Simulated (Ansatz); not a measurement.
# YCrB4 (Pbam): G0W0 under other settings, part 2 of 2

A base run on YCrB4 (Pbam), then changed inputs.

Ansatz 0.2.0; G0W0 on LDA, plane waves, PAW. Known limits of the many-body steps: not at the basis limit; mesh may overstate the screening; no spin polarisation; d states lean on the start; no spin-orbit coupling; coarse k mesh.

So far. Step 2 (The base run: 2×2×4 mesh, 459 empty bands, screening to …): The gap on the mesh goes from 0.29 eV to 0.32 eV, a correction of +0.03 eV. Between the two edge states, bare exchange in place of the xc potential would open the gap by 4.04 eV, and correlation takes back 4.01 eV.

## 4. Variant: all filled levels at the zone centre

Input file input.yaml:

```yaml
crystal:
  lattice:
    - [5.972, 0.0, 0.0]
    - [0.0, 11.46, 0.0]
    - [0.0, 0.0, 3.461]
  atoms:
    - { symbol: "Y", position: [0.1241200588, 0.1503666468, 0.0] }
    - { symbol: "Y", position: [0.8758799412, 0.8496333532, 0.0] }
    - { symbol: "Y", position: [0.6241200588, 0.3496333532, 0.0] }
    - { symbol: "Y", position: [0.3758799412, 0.6503666468, 0.0] }
    - { symbol: Cr, position: [0.1201299695, 0.421778839, 0.0] }
    - { symbol: Cr, position: [0.8798700305, 0.578221161, 0.0] }
    - { symbol: Cr, position: [0.6201299695, 0.078221161, 0.0] }
    - { symbol: Cr, position: [0.3798700305, 0.921778839, 0.0] }
    - { symbol: B, position: [0.2788786994, 0.3166664433, 0.5] }
    - { symbol: B, position: [0.7211213006, 0.6833335567, 0.5] }
    - { symbol: B, position: [0.7788786994, 0.1833335567, 0.5] }
    - { symbol: B, position: [0.2211213006, 0.8166664433, 0.5] }
    - { symbol: B, position: [0.4755978637, 0.1912257198, 0.5] }
    - { symbol: B, position: [0.5244021363, 0.8087742802, 0.5] }
    - { symbol: B, position: [0.9755978637, 0.3087742802, 0.5] }
    - { symbol: B, position: [0.0244021363, 0.6912257198, 0.5] }
    - { symbol: B, position: [0.3876900752, 0.0465439877, 0.5] }
    - { symbol: B, position: [0.6123099248, 0.9534560123, 0.5] }
    - { symbol: B, position: [0.8876900752, 0.4534560123, 0.5] }
    - { symbol: B, position: [0.1123099248, 0.5465439877, 0.5] }
    - { symbol: B, position: [0.3611603252, 0.4674623972, 0.5] }
    - { symbol: B, position: [0.6388396748, 0.5325376028, 0.5] }
    - { symbol: B, position: [0.8611603252, 0.0325376028, 0.5] }
    - { symbol: B, position: [0.1388396748, 0.9674623972, 0.5] }
kpoints:
  mp_grid: { grid: [2, 2, 4] }
hamiltonian:
  xc: lda
scf:
  occupations: { method: fixed }
gw:
  n_empty_bands: 537
  ecut_chi: 100
  qp_bands: [lowest, c2]
  qp_kpoints: [[0, 0, 0]]
  screening: { model: contour_deformation }
```

On the command line:

```console
ansatz run input.yaml --threads 2 --pin off --max-ram 92160MiB --backend cuda --events-out ev --progress --plain --runs-dir out --devices 1 --max-vram 13GiB
```

Numbers of over 12 decimals in the logs are rounded to 6 here.

Log:

```text
GPUs: using 1 of 1 available (devices: 1).
[...]
GPU FFT provider: cuFFT
GPU libraries: cuBLAS 13.8.2, cuFFT 12.4.0, cuSOLVER 12.3.4
Crystal: 24 atoms, lattice volume = 236.868 Å³
Basis set: ecut = 420 eV, 4603 PW (Γ)
Bands: 98, of which v1, the nominal top of the filled ones, is band 74 counted from 1 (73 counted from 0)
Symmetry: 8 space group operations
[...]
k-points: 12 of 16
[...]
GPU buffer pool allocated for 76800 grid points (all kernels)
[...]
SCF iter   1: F=—  HF=-30687.655765 eV  |F-HF|=—  |Δ(HF+E_count)|=         —  Δρ=9.68e-3  dr2=2.00e-1  ethr=1.77e-3  ⟨swp⟩=3.5  Hψ=3703  notcnv=0  defer=224
[...]
SCF iter   8: F=-30687.602030 eV  HF=-30687.602030 eV  |F-HF|=2.83e-8  |Δ(HF+E_count)|=   5.44e-8  Δρ=3.45e-6  dr2=3.28e-8  ethr=6.76e-11  ⟨swp⟩=10.7  Hψ=4888  notcnv=0
SCF 1 converged in 8 iterations: F = -30687.602030 eV  dr2 = 3.28e-8
[...]
G₀W₀ screening: q 1/12
[... further progress lines ...]
[...]
SCF converged after 8 iterations
Free energy (F): -30687.602030 eV
[...]
Internal energy: -30687.602030 eV  (E = F + TS)
E sigma→0 (E₀):  -30687.602030 eV
Fermi energy:    13.374563 eV
[...]
--- Band table (eV; the first three rows and the last of 12) ---
  k-point 0: bands = [... 70 lower, 12.4055, 12.9703, 13.1771, 13.1951, 14.3467, 14.3716, 14.6564, 14.7348, ... 20 higher]
  k-point 1: bands = [... 70 lower, 12.4069, 13.0011, 13.0730, 13.1665, 13.6652, 14.1549, 14.2902, 14.5122, ... 20 higher]
[...]
0     4    -57.4491   -55.7763    18.3563   -35.7491  0.4986   -59.0317   -59.1201  root ?
     0     5    -29.5448   -46.8374    13.6717   -33.4134  0.4784   -29.3045   -29.2971  root ?
     0     6    -29.5448   -46.8374    13.6717   -33.4134  0.4784   -29.3045   -29.2971  root ?
     0     7    -29.3698   -46.9070    13.4259   -33.6596  0.4741   -29.1970   -29.1913  root ?
     0     8    -29.3698   -46.9070    13.4259   -33.6596  0.4741   -29.1970   -29.1913  root ?
[...]
0    17    -27.8180   -38.9088    12.1264   -26.4799  0.5787   -28.1318   -28.1205  root ?
     0    18    -27.8065   -38.9467    12.1215   -26.5248  0.5796   -28.1169   -28.1070  root ?
     0    19    -27.8016   -38.9350    12.1191   -26.5161  0.5803   -28.1110   -28.1015  root ?
     0    20    -27.7944   -38.9396    12.1162   -26.5251  0.5812   -28.1014   -28.0926  root ?
     0    21     -8.1633   -30.1116     6.7380   -22.7763  0.6706    -8.7788    -8.7606  root
     0    22     -8.1558   -30.1105     6.7137   -22.7944  0.6714    -8.7768    -8.7582  root
     0    23     -8.1491   -30.1409     6.7217   -22.8179  0.6708    -8.7673    -8.7504  root
     0    24     -8.0845   -30.2089     6.6918   -22.9084  0.6784    -8.7149    -8.6931  root
     0    25     -8.0625   -30.2499     6.6776   -22.9696  0.6772    -8.6854    -8.6652  root
     0    26     -7.9758   -30.3460     6.5873   -23.1456  0.6821    -8.6116    -8.5889  root
     0    27     -7.9478   -30.3502     6.5465   -23.1855  0.6825    -8.5893    -8.5661  root
     0    28     -7.9391   -30.3676     6.5550   -23.1984  0.6831    -8.5764    -8.5532  root
[...]
0    73     13.1771   -18.2701     0.5813   -18.2684  0.7120    13.7485    13.7567  root
     0    74     13.1951   -21.5189     0.5635   -21.7269  0.6726    13.9568    13.9665  root
     0    75     14.3467   -15.9405    -3.6433   -20.3637  0.6986    15.1427    15.1266  root
     0    76     14.3716   -18.1789    -4.4410   -23.5714  0.6575    15.3241    15.3231  root
```

The job ended after 56 s (1 × NVIDIA H100 80GB HBM3 (shared by 6 runs) with 2 threads of AMD EPYC 7R13 (Zen 3), shared host; peak memory 2.1 GiB).

Absolute levels on the run's own zero. QP, by row, the first 40 of 76 rows:

| k index | band | KS (eV) | Sigma_x (eV) | Sigma_c (eV) | Vxc (eV) | Z | QP linearised (eV) | QP (eV) | source | doubts |
| --- | --- | --- | --- | --- | --- | --- | --- | --- | --- | --- |
| 0 | 1 | -57.55 | -55.72 | 18.41 | -35.65 | 0.4895 | -59.09 | -59.21 | root | z_under_floor,energies_apart |
| 0 | 2 | -57.55 | -55.72 | 18.41 | -35.65 | 0.4895 | -59.09 | -59.21 | root | z_under_floor,energies_apart |
| 0 | 3 | -57.45 | -55.78 | 18.36 | -35.75 | 0.4986 | -59.03 | -59.12 | root | z_under_floor |
| 0 | 4 | -57.45 | -55.78 | 18.36 | -35.75 | 0.4986 | -59.03 | -59.12 | root | z_under_floor |
| 0 | 5 | -29.54 | -46.84 | 13.67 | -33.41 | 0.4784 | -29.3 | -29.3 | root | z_under_floor |
| 0 | 6 | -29.54 | -46.84 | 13.67 | -33.41 | 0.4784 | -29.3 | -29.3 | root | z_under_floor |
| 0 | 7 | -29.37 | -46.91 | 13.43 | -33.66 | 0.4741 | -29.2 | -29.19 | root | z_under_floor |
| 0 | 8 | -29.37 | -46.91 | 13.43 | -33.66 | 0.4741 | -29.2 | -29.19 | root | z_under_floor |
| 0 | 9 | -29.29 | -46.93 | 13.32 | -33.77 | 0.4862 | -29.13 | -29.13 | root | z_under_floor |
| 0 | 10 | -29.29 | -46.93 | 13.32 | -33.77 | 0.4862 | -29.13 | -29.13 | root | z_under_floor |
| 0 | 11 | -29.11 | -47.06 | 13.57 | -33.7 | 0.4784 | -28.91 | -28.9 | root | z_under_floor |
| 0 | 12 | -29.11 | -47.07 | 13.56 | -33.72 | 0.4787 | -28.91 | -28.9 | root | z_under_floor |
| 0 | 13 | -29.03 | -47.09 | 13.46 | -33.82 | 0.4905 | -28.86 | -28.86 | root | z_under_floor |
| 0 | 14 | -29.03 | -47.1 | 13.46 | -33.82 | 0.4906 | -28.86 | -28.85 | root | z_under_floor |
| 0 | 15 | -28.95 | -47.13 | 13.19 | -34.03 | 0.523 | -28.86 | -28.86 | root | z_under_floor |
| 0 | 16 | -28.95 | -47.14 | 13.19 | -34.04 | 0.5232 | -28.86 | -28.86 | root | z_under_floor |
| 0 | 17 | -27.82 | -38.91 | 12.13 | -26.48 | 0.5787 | -28.13 | -28.12 | root | z_under_floor |
| 0 | 18 | -27.81 | -38.95 | 12.12 | -26.52 | 0.5796 | -28.12 | -28.11 | root | z_under_floor |
| 0 | 19 | -27.8 | -38.94 | 12.12 | -26.52 | 0.5803 | -28.11 | -28.1 | root | z_under_floor |
| 0 | 20 | -27.79 | -38.94 | 12.12 | -26.53 | 0.5812 | -28.1 | -28.09 | root | z_under_floor |
| 0 | 21 | -8.163 | -30.11 | 6.738 | -22.78 | 0.6706 | -8.779 | -8.761 | root |  |
| 0 | 22 | -8.156 | -30.11 | 6.714 | -22.79 | 0.6714 | -8.777 | -8.758 | root |  |
| 0 | 23 | -8.149 | -30.14 | 6.722 | -22.82 | 0.6708 | -8.767 | -8.75 | root |  |
| 0 | 24 | -8.085 | -30.21 | 6.692 | -22.91 | 0.6784 | -8.715 | -8.693 | root |  |
| 0 | 25 | -8.062 | -30.25 | 6.678 | -22.97 | 0.6772 | -8.685 | -8.665 | root |  |
| 0 | 26 | -7.976 | -30.35 | 6.587 | -23.15 | 0.6821 | -8.612 | -8.589 | root |  |
| 0 | 27 | -7.948 | -30.35 | 6.546 | -23.19 | 0.6825 | -8.589 | -8.566 | root |  |
| 0 | 28 | -7.939 | -30.37 | 6.555 | -23.2 | 0.6831 | -8.576 | -8.553 | root |  |
| 0 | 29 | -7.853 | -30.53 | 6.468 | -23.45 | 0.6885 | -8.492 | -8.469 | root |  |
| 0 | 30 | -7.837 | -30.55 | 6.448 | -23.48 | 0.689 | -8.479 | -8.456 | root |  |
| 0 | 31 | -7.821 | -30.57 | 6.43 | -23.51 | 0.6899 | -8.468 | -8.444 | root |  |
| 0 | 32 | -7.804 | -30.59 | 6.412 | -23.55 | 0.6907 | -8.454 | -8.43 | root |  |
| 0 | 33 | 0.9136 | -21.79 | 7.403 | -14.3 | 0.6937 | 0.8258 | 0.8263 | root |  |
| 0 | 34 | 1.448 | -21.94 | 7.064 | -14.79 | 0.6876 | 1.358 | 1.358 | root |  |
| 0 | 35 | 2.528 | -20.94 | 6.732 | -14.14 | 0.6742 | 2.458 | 2.458 | root |  |
| 0 | 36 | 3.481 | -20.45 | 6.108 | -14.3 | 0.6826 | 3.444 | 3.444 | root |  |
| 0 | 37 | 4.899 | -20.1 | 5.58 | -14.41 | 0.6891 | 4.786 | 4.787 | root |  |
| 0 | 38 | 4.971 | -19.94 | 5.59 | -14.21 | 0.6786 | 4.828 | 4.829 | root |  |
| 0 | 39 | 4.999 | -20.07 | 5.473 | -14.5 | 0.692 | 4.896 | 4.897 | root |  |
| 0 | 40 | 5.334 | -20.5 | 5.444 | -14.86 | 0.7001 | 5.141 | 5.143 | root |  |

Against the base:

| setting | base | variant |
| --- | --- | --- |
| empty bands | 459 | 537 |
| screening cutoff (eV) | 90 | 100 |
| levels asked | v4 to c4 | lowest to c2 |
| points asked | band edges | [[0, 0, 0]] |

## 5. Results

```json
{
 "base": "0.32 eV, 64 s",
 "wider window of levels": "direct gap at the listed points 1.16 eV, 45 s",
 "all filled levels at the zone centre": "direct gap at the listed points 1.16 eV, 56 s"
}
```

**Reading.** Wider window of levels: only the listed points were computed; the least direct gap there is 1.16 eV, with empty bands, screening cutoff, levels asked and points asked changed against the base. All filled levels at the zone centre: only the listed points were computed; the least direct gap there is 1.16 eV, with empty bands, screening cutoff, levels asked and points asked changed against the base. All runs here use a coarse mesh and modest cutoffs; they test settings and are not final values. The 2×2×4 mesh is coarse for this cell (its supercell is 12 Å along the shortest edge). The RPA ε∞ on it, from the LDA start, is 40.63, 41.89 and 47.02; such meshes misread the long-range screening, most where the gap is narrow. The RPA ε∞ on this mesh reaches over 25; with a narrow direct gap a coarse mesh can overstate it, and the correction is then too small. The runs have no spin polarisation. For a closed low-spin shell that is the natural state; where a d or f shell is open it is a constraint, and the gap is then not the crystal's own. With d states at the gap, one-shot GW leans hard on its start. The many-body steps are scalar-relativistic: spin-orbit coupling is not in them.

[Paths, hosts, dates, memory and timing lines, banners, echoed tables and standing remarks are left out of the program output.]

[Logs are printed without paths, hosts, clocks, repeated set-up lines and the standing remarks that a program may print on its own settings, such as how far it seeks lower states.]

[Runs of the session that timed out or met a known fault of the program may be left out.]

[Cells called generated may have been cut or substituted from an entry of the Crystallography Open Database or the Materials Project.]

[Hosts, paths, dates, database ids (printed as entryN), source tags and the programs' standing remarks are cut or masked in the printed files.]
